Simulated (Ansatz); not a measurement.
# ZrBRh3 (Pm-3m): from the cell to its phonons

Wanted: phonon frequencies of ZrBRh3 (Pm-3m) and what follows from them.

Program: Ansatz 0.2.0. Level of theory: DFT PBEsol, scalar-relativistic, plane waves, PAW; PAW set soft_1. Results are calculated unless marked as measured.

**1. The structure**

The structure is cubic, space group Pm-3m (No. 221). The conventional cell has a = 4.113 Å, b = 4.113 Å, c = 4.113 Å, α = 90.00°, β = 90.00°, γ = 90.00°. Nearest to Zr lie 12 Rh at 2.91 Å. Nearest to B lie 6 Rh at 2.06 Å. Nearest to Rh lie 2 B at 2.06 Å and 8 Rh at 2.91 Å and 4 Zr at 2.91 Å. Farther neighbours are not listed.

**2. Bringing the structure to rest**

Harmonic phonons are second derivatives at a point where the forces vanish, and they are wanted at zero stress, so atoms and cell are relaxed first.

input.yaml reads:

```yaml
crystal:
  lattice:
    - [4.1132648433, 0.0, 0.0]
    - [0.0, 4.1132648433, 0.0]
    - [0.0, 0.0, 4.1132648433]
  atoms:
    - { symbol: Zr, position: [0.0, 0.0, 0.0] }
    - { symbol: B, position: [0.5, 0.5, 0.5] }
    - { symbol: Rh, position: [0.0, 0.5, 0.5] }
    - { symbol: Rh, position: [0.5, 0.5, 0.0] }
    - { symbol: Rh, position: [0.5, 0.0, 0.5] }
kpoints:
  mp_grid: { grid: [10, 10, 10] }
hamiltonian:
  xc: pbesol
  pseudopotentials: { kind: paw, azcp: { folder: soft_1 }, xc_functional: pbe }
scf:
  occupations: { method: gaussian, width: 0.1 }
output:
  forces: true
  stress: true
  eigenvalues: true
relax:
  adjacent_minimum: "off"
  f_tol: 0.005
  max_steps: 80
  cell: { stress_tol: 0.05 }
```

On the command line:

```
$ ansatz run input.yaml --threads 4 --pin off --max-ram 10240MiB --backend cpu --events-out ev --progress --plain --runs-dir out
```

Numbers of over 12 decimals in the logs are rounded to 6 here.

The program printed:

```text
Engine: ansatz 0.2.0, aarch64-unknown-linux-gnu
Pseudopotentials: kind: paw
Pseudopotential: Zr, paw, valence charge 12, recommended cutoff 420 eV (normal), soft_1/Zr.paw.azcp
Pseudopotential: B, paw, valence charge 3, recommended cutoff 420 eV (normal), soft_1/B.paw.azcp
Pseudopotential: Rh, paw, valence charge 17, recommended cutoff 420 eV (normal), soft_1/Rh.paw.azcp
Functional definition: PBEsol
  exchange = pbesol_x
  correlation = pbesol_c
Crystal: 5 atoms, lattice volume = 69.592 Å³
Basis set: ecut = 420 eV, 1357 PW (Γ), exchange–correlation on 60×60×60 points (8 copies of the dense FFT grid, shifted against one another)
Bands: 40, of which v1, the nominal top of the filled ones, is band 33 counted from 1 (32 counted from 0)
Symmetry: 48 space group operations
Space group: Pm-3m (ITA 221), of the structure as read, at distance tolerance 4.1e-5 Å
k-points: 56 of 1000
Non-local potential: Zr, projectors of the file, l = 0: 3, l = 1: 2, l = 2: 2, l = 3: 1
Non-local potential: B, projectors of the file, l = 0: 2, l = 1: 2, l = 2: 1
Non-local potential: Rh, projectors of the file, l = 0: 3, l = 1: 2, l = 2: 2, l = 3: 1
PAW form: soft (Blöchl's): semilocal exchange-correlation on the pseudo side does not see the compensation charge
PAW frozen core: Zr, regenerated for the run's functional, and the local potential with it (the file was generated under x = pbe(κ = 0.804, μ = 0.219515), c = pbe(β = 0.066725))
PAW frozen core: B, regenerated for the run's functional, and the local potential with it (the file was generated under x = pbe(κ = 0.804, μ = 0.219515), c = pbe(β = 0.066725))
PAW frozen core: Rh, regenerated for the run's functional, and the local potential with it (the file was generated under x = pbe(κ = 0.804, μ = 0.219515), c = pbe(β = 0.066725))
PAW one-centre angular grid: Zr, 590 points (default); XC on 64 Gauss nodes
PAW one-centre angular grid: B, 110 points (default); XC on 64 Gauss nodes
PAW one-centre angular grid: Rh, 590 points (default); XC on 64 Gauss nodes
Initial density: superposition of atomic densities (chi_scale 0.1, normalization cell, long waves kept (reshape's long-wave potential 0.00 eV rms))
Initial wavefunctions: pseudopotential atomic-orbital guess
Functional: x = pbesol(κ = 0.804, μ = 0.123457), c = pbesol(β = 0.046)
SCF iter   1: F=—  HF=-23309.541514 eV  |F-HF|=—  |Δ(HF+E_count)|=         —  Δρ=2.52e-1  dr2=7.43e1  ethr=3.10e-3  ⟨swp⟩=5.1  Hψ=7116  notcnv=0
preconditioner: auto → Kerker (q_TF=auto, 2.704 Å⁻¹)  [metal: Δε(μ)=0.005 eV  Ē_g=5.270 eV  σ=0.100 eV  W_gap=0.03  n_scr=26 (ndim 8)  ℏωp=26.0 eV  f_vac=0.000  D(μ)=6.10/eV (n_scr^D=80)]
SCF iter   2: F=—  HF=-23303.112652 eV  |F-HF|=—  |Δ(HF+E_count)|=    6.43e0  Δρ=1.05e-1  dr2=1.35e1  ethr=3.10e-3  ⟨swp⟩=2.3  Hψ=4656  notcnv=0  defer=63
SCF iter   3: F=—  HF=-23301.668689 eV  |F-HF|=—  |Δ(HF+E_count)|=    1.44e0  Δρ=2.61e-2  dr2=1.05e0  ethr=3.10e-3  ⟨swp⟩=2.2  Hψ=3692  notcnv=0  defer=62
SCF iter   4: F=—  HF=-23301.506790 eV  |F-HF|=—  |Δ(HF+E_count)|=   1.62e-1  Δρ=6.87e-3  dr2=6.94e-2  ethr=1.59e-3  ⟨swp⟩=2.0  Hψ=2991  notcnv=0  defer=73
SCF iter   5: F=—  HF=-23301.499627 eV  |F-HF|=—  |Δ(HF+E_count)|=   7.16e-3  Δρ=4.08e-3  dr2=2.96e-2  ethr=1.05e-4  ⟨swp⟩=1.1  Hψ=2214  notcnv=0  defer=73
SCF iter   6: F=—  HF=-23301.494515 eV  |F-HF|=—  |Δ(HF+E_count)|=   5.11e-3  Δρ=1.25e-3  dr2=2.74e-3  ethr=4.49e-5  ⟨swp⟩=1.8  Hψ=2452  notcnv=0  defer=73
SCF iter   7: F=—  HF=-23301.493984 eV  |F-HF|=—  |Δ(HF+E_count)|=   5.31e-4  Δρ=1.48e-4  dr2=2.79e-5  ethr=4.15e-6  ⟨swp⟩=2.0  Hψ=2674  notcnv=0  defer=73
SCF iter   8: F=—  HF=-23301.493988 eV  |F-HF|=—  |Δ(HF+E_count)|=   3.71e-6  Δρ=2.13e-5  dr2=2.93e-7  ethr=4.23e-8  ⟨swp⟩=2.0  Hψ=3799  notcnv=0  defer=73
SCF iter   9: F=-23301.493988 eV  HF=-23301.493988 eV  |F-HF|=4.78e-9  |Δ(HF+E_count)|=   2.27e-8  Δρ=3.16e-6  dr2=9.35e-9  ethr=1.52e-10  ⟨swp⟩=9.1  Hψ=8992  notcnv=0
SCF 1 converged in 9 iterations: F = -23301.493988 eV  dr2 = 9.35e-9
  greatest PAW one-centre occupation: 0.999 electrons in one spin orbital (limit 2), on the Rh atom at site 4 (counted from 0), in its partial waves of l = 0
relax step   1: F+E_penalty+E_count = -23301.49398776 eV  Δ(F+E_penalty+E_count) = +0.000e0 eV  max|allowed force component| = 3.288e-28 eV/Å  Δτ_max = 0.0000 Å  P = -4.072 GPa  Ω = 69.592 Å³  (9 SCF iters, dr2 threshold 1.00e-7 eV, accepted)
Crystal: 5 atoms, lattice volume = 67.759 Å³
Initial density: handed on by an earlier stage of this run
Initial wavefunctions: those handed on with the density
iter 1 solved again at ethr=6.69e-5 eV; its pass at ethr=3.10e-3 eV (dr2=4.41e-2 eV) is discarded
SCF iter   1: F=—  HF=-23301.513521 eV  |F-HF|=—  |Δ(HF+E_count)|=         —  Δρ=6.11e-3  dr2=4.03e-2  ethr=6.69e-5  ⟨swp⟩=1.0  Hψ=9241  notcnv=0
preconditioner: auto → Resta (q_TF=auto, 2.716 Å⁻¹)  ε∞=10.3  [insulator: Δε(μ)=0.215 eV  Ē_g=9.335 eV  σ=0.100 eV  W_gap=0.83  n_scr=26 (ndim 8)  ℏωp=28.5 eV  f_vac=0.000  D(μ)=0.09/eV (n_scr^D=0)  ε∞_Penn≈10.3]
SCF iter   2: F=—  HF=-23301.508101 eV  |F-HF|=—  |Δ(HF+E_count)|=   5.42e-3  Δρ=2.78e-3  dr2=8.72e-3  ethr=6.11e-5  ⟨swp⟩=1.0  Hψ=2242  notcnv=0
SCF iter   3: F=—  HF=-23301.506522 eV  |F-HF|=—  |Δ(HF+E_count)|=   1.58e-3  Δρ=5.13e-4  dr2=2.90e-4  ethr=1.32e-5  ⟨swp⟩=2.0  Hψ=2641  notcnv=0
SCF iter   4: F=—  HF=-23301.506466 eV  |F-HF|=—  |Δ(HF+E_count)|=   5.59e-5  Δρ=8.89e-5  dr2=6.23e-6  ethr=4.39e-7  ⟨swp⟩=2.0  Hψ=2996  notcnv=0
iter 5 did not close the SCF: its close was put off for the readings that it lacked (scf_convergence_deferred on its scf_iter line)
SCF iter   5: F=-23301.506465 eV  HF=-23301.506466 eV  |F-HF|=1.80e-7  |Δ(HF+E_count)|=   4.80e-7  Δρ=1.61e-5  dr2=2.40e-7  ethr=9.44e-9  ⟨swp⟩=2.0  Hψ=3030  notcnv=0
SCF iter   6: F=-23301.506466 eV  HF=-23301.506466 eV  |F-HF|=5.46e-11  |Δ(HF+E_count)|=   2.75e-8  Δρ=2.34e-6  dr2=2.18e-9  ethr=3.64e-10  ⟨swp⟩=2.3  Hψ=7310  notcnv=0
SCF 2 converged in 6 iterations: F = -23301.506466 eV  dr2 = 2.18e-9
relax step   2: F+E_penalty+E_count = -23301.50646560 eV  Δ(F+E_penalty+E_count) = -1.248e-2 eV  max|allowed force component| = 3.802e-29 eV/Å  Δτ_max = 0.0000 Å  P = +2.234 GPa  Ω = 67.759 Å³  energy of the carried Pulay correction = +1.072e-3 eV  (6 SCF iters, dr2 threshold 5.00e-7 eV, accepted)
Crystal: 5 atoms, lattice volume = 68.397 Å³
iter 1 solved again at ethr=6.93e-6 eV; its pass at ethr=3.10e-3 eV (dr2=4.57e-3 eV) is discarded
SCF iter   1: F=—  HF=-23301.511245 eV  |F-HF|=—  |Δ(HF+E_count)|=         —  Δρ=2.13e-3  dr2=5.02e-3  ethr=6.93e-6  ⟨swp⟩=1.2  Hψ=7408  notcnv=0
preconditioner: auto → Resta (q_TF=auto, 2.712 Å⁻¹)  ε∞=10.3  [insulator: Δε(μ)=0.150 eV  Ē_g=9.306 eV  σ=0.100 eV  W_gap=0.66  n_scr=26 (ndim 8)  ℏωp=28.4 eV  f_vac=0.000  D(μ)=0.10/eV (n_scr^D=0)  ε∞_Penn≈10.3]
SCF iter   2: F=—  HF=-23301.510567 eV  |F-HF|=—  |Δ(HF+E_count)|=   6.78e-4  Δρ=9.79e-4  dr2=1.09e-3  ethr=6.93e-6  ⟨swp⟩=1.1  Hψ=2245  notcnv=0
SCF iter   3: F=—  HF=-23301.510363 eV  |F-HF|=—  |Δ(HF+E_count)|=   2.04e-4  Δρ=1.72e-4  dr2=3.29e-5  ethr=1.66e-6  ⟨swp⟩=2.0  Hψ=2658  notcnv=0
SCF iter   4: F=—  HF=-23301.510362 eV  |F-HF|=—  |Δ(HF+E_count)|=   9.18e-7  Δρ=3.00e-5  dr2=7.35e-7  ethr=4.98e-8  ⟨swp⟩=2.0  Hψ=2980  notcnv=0
iter 5 did not close the SCF: its close was put off for the readings that it lacked (scf_convergence_deferred on its scf_iter line)
SCF iter   5: F=-23301.510362 eV  HF=-23301.510362 eV  |F-HF|=1.10e-8  |Δ(HF+E_count)|=   6.07e-8  Δρ=4.48e-6  dr2=1.62e-8  ethr=1.11e-9  ⟨swp⟩=2.0  Hψ=3675  notcnv=0
SCF iter   6: F=-23301.510362 eV  HF=-23301.510362 eV  |F-HF|=2.91e-11  |Δ(HF+E_count)|=   1.26e-9  Δρ=7.55e-7  dr2=2.62e-10  ethr=2.45e-11  ⟨swp⟩=2.0  Hψ=6531  notcnv=0
SCF 3 converged in 6 iterations: F = -23301.510362 eV  dr2 = 2.62e-10
  greatest PAW one-centre occupation: 0.999 electrons in one spin orbital (limit 2), on the Rh atom at site 2 (counted from 0), in its partial waves of l = 0
relax step   3: F+E_penalty+E_count = -23301.51036226 eV  Δ(F+E_penalty+E_count) = -3.897e-3 eV  max|allowed force component| = 9.834e-30 eV/Å  Δτ_max = 0.0000 Å  P = -0.069 GPa  Ω = 68.397 Å³  energy of the carried Pulay correction = +6.954e-4 eV  (6 SCF iters, dr2 threshold 5.00e-7 eV, accepted)
[...]
relax step   4: F+E_penalty+E_count = -23301.51037775 eV  Δ(F+E_penalty+E_count) = -1.548e-5 eV  max|allowed force component| = 1.033e-29 eV/Å  Δτ_max = 0.0000 Å  P = -0.001 GPa  Ω = 68.378 Å³  energy of the carried Pulay correction = +7.067e-4 eV  (6 SCF iters, dr2 threshold 1.18e-8 eV, accepted)
Initial wavefunctions: pseudopotential atomic-orbital guess (no wavefunctions were taken with the density)
iter 1 solved again at ethr=1.92e-7 eV; its pass at ethr=3.10e-3 eV (dr2=1.26e-4 eV) is discarded
SCF iter   1: F=—  HF=-23301.509684 eV  |F-HF|=—  |Δ(HF+E_count)|=         —  Δρ=3.46e-5  dr2=1.20e-7  ethr=1.92e-7  ⟨swp⟩=3.0  Hψ=12867  notcnv=0
preconditioner: auto → Resta (q_TF=auto, 2.712 Å⁻¹)  ε∞=10.3  [insulator: Δε(μ)=0.165 eV  Ē_g=9.301 eV  σ=0.100 eV  W_gap=0.70  n_scr=26 (ndim 8)  ℏωp=28.4 eV  f_vac=0.000  D(μ)=0.09/eV (n_scr^D=0)  ε∞_Penn≈10.3]
SCF iter   2: F=—  HF=-23301.509691 eV  |F-HF|=—  |Δ(HF+E_count)|=   6.84e-6  Δρ=1.76e-5  dr2=2.71e-8  ethr=1.82e-10  ⟨swp⟩=2.6  Hψ=3989  notcnv=0
SCF iter   3: F=—  HF=-23301.509691 eV  |F-HF|=—  |Δ(HF+E_count)|=   3.71e-8  Δρ=2.27e-6  dr2=5.48e-10  ethr=4.11e-11  ⟨swp⟩=2.6  Hψ=4073  notcnv=0
iter 4 did not close the SCF: its close was put off for the readings that it lacked (scf_convergence_deferred on its scf_iter line)
SCF iter   4: F=-23301.509691 eV  HF=-23301.509691 eV  |F-HF|=3.64e-12  |Δ(HF+E_count)|=  7.89e-10  Δρ=1.90e-7  dr2=1.29e-11  ethr=1.00e-12  ⟨swp⟩=2.1  Hψ=4051  notcnv=0
iter 5 did not close the SCF: its close was put off for the readings that it lacked (scf_convergence_deferred on its scf_iter line)
SCF iter   5: F=-23301.509691 eV  HF=-23301.509691 eV  |F-HF|=3.64e-12  |Δ(HF+E_count)|=  7.28e-12  Δρ=3.44e-8  dr2=6.49e-13  ethr=1.00e-12  ⟨swp⟩=1.0  Hψ=2240  notcnv=0
iter 6 did not close the SCF: its close was put off for the readings that it lacked (scf_convergence_deferred on its scf_iter line)
SCF iter   6: F=-23301.509691 eV  HF=-23301.509691 eV  |F-HF|=3.64e-12  |Δ(HF+E_count)|=  3.64e-12  Δρ=6.15e-9  dr2=4.01e-14  ethr=1.00e-12  ⟨swp⟩=1.0  Hψ=2240  notcnv=0
iter 7 did not close the SCF: its close was put off for the readings that it lacked (scf_convergence_deferred on its scf_iter line)
SCF iter   7: F=-23301.509691 eV  HF=-23301.509691 eV  |F-HF|=0.00e0  |Δ(HF+E_count)|=  3.64e-12  Δρ=1.74e-9  dr2=1.92e-15  ethr=1.00e-12  ⟨swp⟩=1.0  Hψ=2240  notcnv=0
SCF iter   8: F=-23301.509691 eV  HF=-23301.509691 eV  |F-HF|=7.28e-12  |Δ(HF+E_count)|=    0.00e0  Δρ=2.69e-10  dr2=2.92e-17  ethr=1.00e-12  ⟨swp⟩=1.0  Hψ=4705  notcnv=0
SCF 5 converged in 8 iterations: F = -23301.509691 eV  dr2 = 2.92e-17
relax step   5: F+E_penalty+E_count = -23301.50969099 eV  Δ(F+E_penalty+E_count) = +6.868e-4 eV  max|allowed force component| = 4.131e-29 eV/Å  Δτ_max = 0.0000 Å  P = -0.006 GPa  Ω = 68.378 Å³  stress off target by 6.45e-3 GPa  SCF on the basis re-selected at this cell (its energy is not comparable with the rows above)  (8 SCF iters)
basis re-selected at this cell: Δ(F+E_penalty+E_count) = +6.868e-4 eV, ΔP = -0.005 GPa vs the last step (what re-selecting the basis moved, of the pressure what is left beyond the Pulay correction that the steps carried, after the strain that the cell walked since its last selection, with what the two solves' SCF thresholds leave and, on support functions, any second-order correction that the steps lacked; it is no m [...]
SCF converged after 8 iterations
Free energy (F): -23301.509691 eV
Harris-Foulkes:  -23301.509691 eV  (|F-HF|=7.28e-12)
Internal energy: -23301.509217 eV  (E = F + TS)
E sigma→0 (E₀):  -23301.509454 eV
Entropy (-TS):   -0.000474 eV (-0.095 meV/atom)
Fermi energy:    19.635421 eV
--- Per-component energies (eV) ---
  E_band       = -413.009002
  E_kinetic    = 1982.464816
  E_local      = -5751.135471  (includes V_loc(G=0)·N_el)
  E_nonlocal   = 986.208783
  E_hartree    = 2160.597185
  E_xc         = -791.084723
  E_vxc        = -982.735337  (∫ρ·V_xc dr)
  E_paw        = -13606.873852  (= ΣΔE_a)
  E_vpaw       = -969.006381  (= ΣTr[D̂ρ^β])
  E_aug_tail   = 0.000220  (compensation charges beyond the density's cutoff)
  E_ewald      = -8282.695207
  E_core_change = 1.009033  (= ΣΔE_core)
  E_smearing   = -0.000474  (= −TS)
  E_closure    = 0.000000  (closes the sum)
  Σ components = -23301.509691   (vs F -23301.509691, Δ=0.00e0)
--- Forces (eV/Å), atoms counted from 1 ---
  atom   1  Zr     0.00000000    -0.00000000     0.00000000
  atom   2  B      0.00000000     0.00000000    -0.00000000
  atom   3  Rh     0.00000000     0.00000000     0.00000000
  atom   4  Rh     0.00000000     0.00000000     0.00000000
  atom   5  Rh     0.00000000    -0.00000000     0.00000000
  max |Σ_I F_I| component: 5.64e-29 eV/Å
--- Stress (GPa, compression-positive) ---
       -0.006448      -0.000000      -0.000000
       -0.000000      -0.006448      -0.000000
       -0.000000      -0.000000      -0.006448
  P = ⅓ Tr σ = -0.0064 GPa (-0.064 kbar)
--- Band table (eV; the first three rows and the last of 56) ---
  k-point 0: bands = [... 29 lower, 18.1853, 18.1853, 19.4039, 19.4342, 19.4342, 19.4342, 21.7881, 21.7881, ... 3 higher]
  k-point 1: bands = [... 29 lower, 17.8788, 18.4969, 19.3234, 19.4344, 19.7529, 19.7529, 21.7294, 21.8689, ... 3 higher]
  k-point 2: bands = [... 29 lower, 17.7167, 18.4450, 19.0863, 19.4350, 20.2553, 20.2553, 21.5764, 21.9440, ... 3 higher]
  k-point 55: bands = [... 29 lower, 19.2391, 19.2391, 19.2391, 19.9654, 19.9654, 19.9654, 20.8401, 20.8401, ... 3 higher]
--- Relaxed structure (4 steps of the walk, 4 accepted, 1 SCFs on fresh bases) ---
  F+E_penalty+E_count = -23301.50969099 eV   max|allowed force component| = 4.131e-29 eV/Å   (the final SCF, on the basis selected at the relaxed cell)
  cell:  # Å, volume = 68.3782 Å³
    - [4.089209, 0, 0]
    - [0, 4.089209, 0.0]
    - [0, 0.0, 4.089209]
  atoms:
    - { symbol: Zr, position: [0, 0, 0] }
    - { symbol: B, position: [0.5, 0.5, 0.5] }
    - { symbol: Rh, position: [0, 0.5, 0.5] }
    - { symbol: Rh, position: [0.5, 0.5, 0] }
    - { symbol: Rh, position: [0.5, 0, 0.5] }
```

It took 9.5 s on 4 threads of Arm Neoverse V2, shared host; peak memory 0.46 GiB.

Relaxation path:

```
step  energy less that of the first step (eV)  largest force component (eV/Å)  pressure (GPa)  volume (Å³)
   1                                   0.0000                          0.0000           -4.07        69.59
   2                                  -0.0125                          0.0000            2.23        67.76
   3                                  -0.0164                          0.0000           -0.07        68.40
   4                                  -0.0164                          0.0000            0.00        68.38
  5*                                  -0.0157                          0.0000           -0.01        68.38
```

Relaxation steps marked * repeat the geometry before them on a plane-wave basis chosen anew for their cell, so energy and pressure can jump there.

The run keeps the 48 symmetry operations that it works with, so distortions that break them were not tested.

```csv
"conventional cell, symmetrised",before,after,change
a (Å),4.113,4.089,-0.6 %
b (Å),4.113,4.089,-0.6 %
c (Å),4.113,4.089,-0.6 %
volume (Å³/atom),13.92,13.68,-1.7 %
```

The relaxed structure:

```xyz
5
Lattice="4.0892 0.0000 0.0000 0.0000 4.0892 0.0000 0.0000 0.0000 4.0892" Properties=species:S:1:pos:R:3 pbc="T T T"
Zr    0.0000    0.0000    0.0000
B     2.0446    2.0446    2.0446
Rh    0.0000    2.0446    2.0446
Rh    2.0446    2.0446    0.0000
Rh    2.0446    0.0000    2.0446
```

Numbers from this step:

| Quantity | Value |
| --- | --- |
| pressure | -0.006448 GPa |
| volume per atom | 13.68 Å³ |
| gap on the k-mesh | 0 eV |

In this step the volume went from 13.92 to 13.68 Å³/atom.

**3. Tight relaxation**

Phonons need a cell at rest on their own settings, so the relaxation is repeated with tight tolerances on forces and stress, using the mesh and the filling of the phonon run that follows.

input.yaml, the sections that differ from step 2:

```yaml
crystal:
  lattice:
    - [4.0892089104, 0.0, 0.0]
    - [0.0, 4.0892089104, 0.0]
    - [0.0, 0.0, 4.0892089104]
  atoms:
    - { symbol: Zr, position: [0.0, 0.0, 0.0] }
    - { symbol: B, position: [0.5, 0.5, 0.5] }
    - { symbol: Rh, position: [0.0, 0.5, 0.5] }
    - { symbol: Rh, position: [0.5, 0.5, 0.0] }
    - { symbol: Rh, position: [0.5, 0.0, 0.5] }
kpoints:
  mp_grid: { grid: [12, 12, 12] }
scf:
  occupations: { method: methfessel_paxton, width: 0.2 }
relax:
  adjacent_minimum: "off"
  f_tol: 0.001
  max_steps: 60
  cell: { stress_tol: 0.01 }
# hamiltonian, output: as in step 2
```

The program printed:

```text
[...]
Crystal: 5 atoms, lattice volume = 68.378 Å³
Basis set: ecut = 420 eV, 1357 PW (Γ), exchange–correlation on 60×60×60 points (8 copies of the dense FFT grid, shifted against one another)
Bands: 40, of which v1, the nominal top of the filled ones, is band 33 counted from 1 (32 counted from 0)
Symmetry: 48 space group operations
[...]
k-points: 84 of 1728
[...]
--- Relaxed structure (3 steps of the walk, 3 accepted, 1 SCFs on fresh bases) ---
[...]
cell:  # Å, volume = 68.3719 Å³
    - [4.089083, 0, 0.0]
    - [0, 4.089083, 0]
    - [0.0, 0, 4.089083]
  atoms:
    - { symbol: Zr, position: [0, 0, 0] }
    - { symbol: B, position: [0.500000, 0.500000, 0.500000] }
    - { symbol: Rh, position: [0, 0.500000, 0.500000] }
    - { symbol: Rh, position: [0.500000, 0.500000, 0] }
    - { symbol: Rh, position: [0.500000, 0, 0.500000] }
[key lines of the parts left out:]
SCF converged after 4 iterations
Free energy (F): -23301.507878 eV
Fermi energy:    19.521833 eV
P = ⅓ Tr σ = -0.0001 GPa (-0.001 kbar)
```

It took 10 s on 4 threads; peak memory 0.49 GiB.

Little changed from the start: no atom moved by 0.005 Å and no cell edge by 0.1 %.

Numbers from this step:

- pressure: -7.32e-5 GPa
- volume per atom: 13.67 Å³

The forces vanish by symmetry and the pressure is 0.000 GPa, within the tolerances set. The cell now holds 13.67 Å³/atom.

(Part 1 of 2 ends here.)

[Logs are printed without paths, hosts, clocks, repeated set-up lines and the standing remarks that a program may print on its own settings, such as how far it seeks lower states.]

[Hosts, paths, dates, database ids (printed as entryN), source tags and the programs' standing remarks are cut or masked in the printed files.]
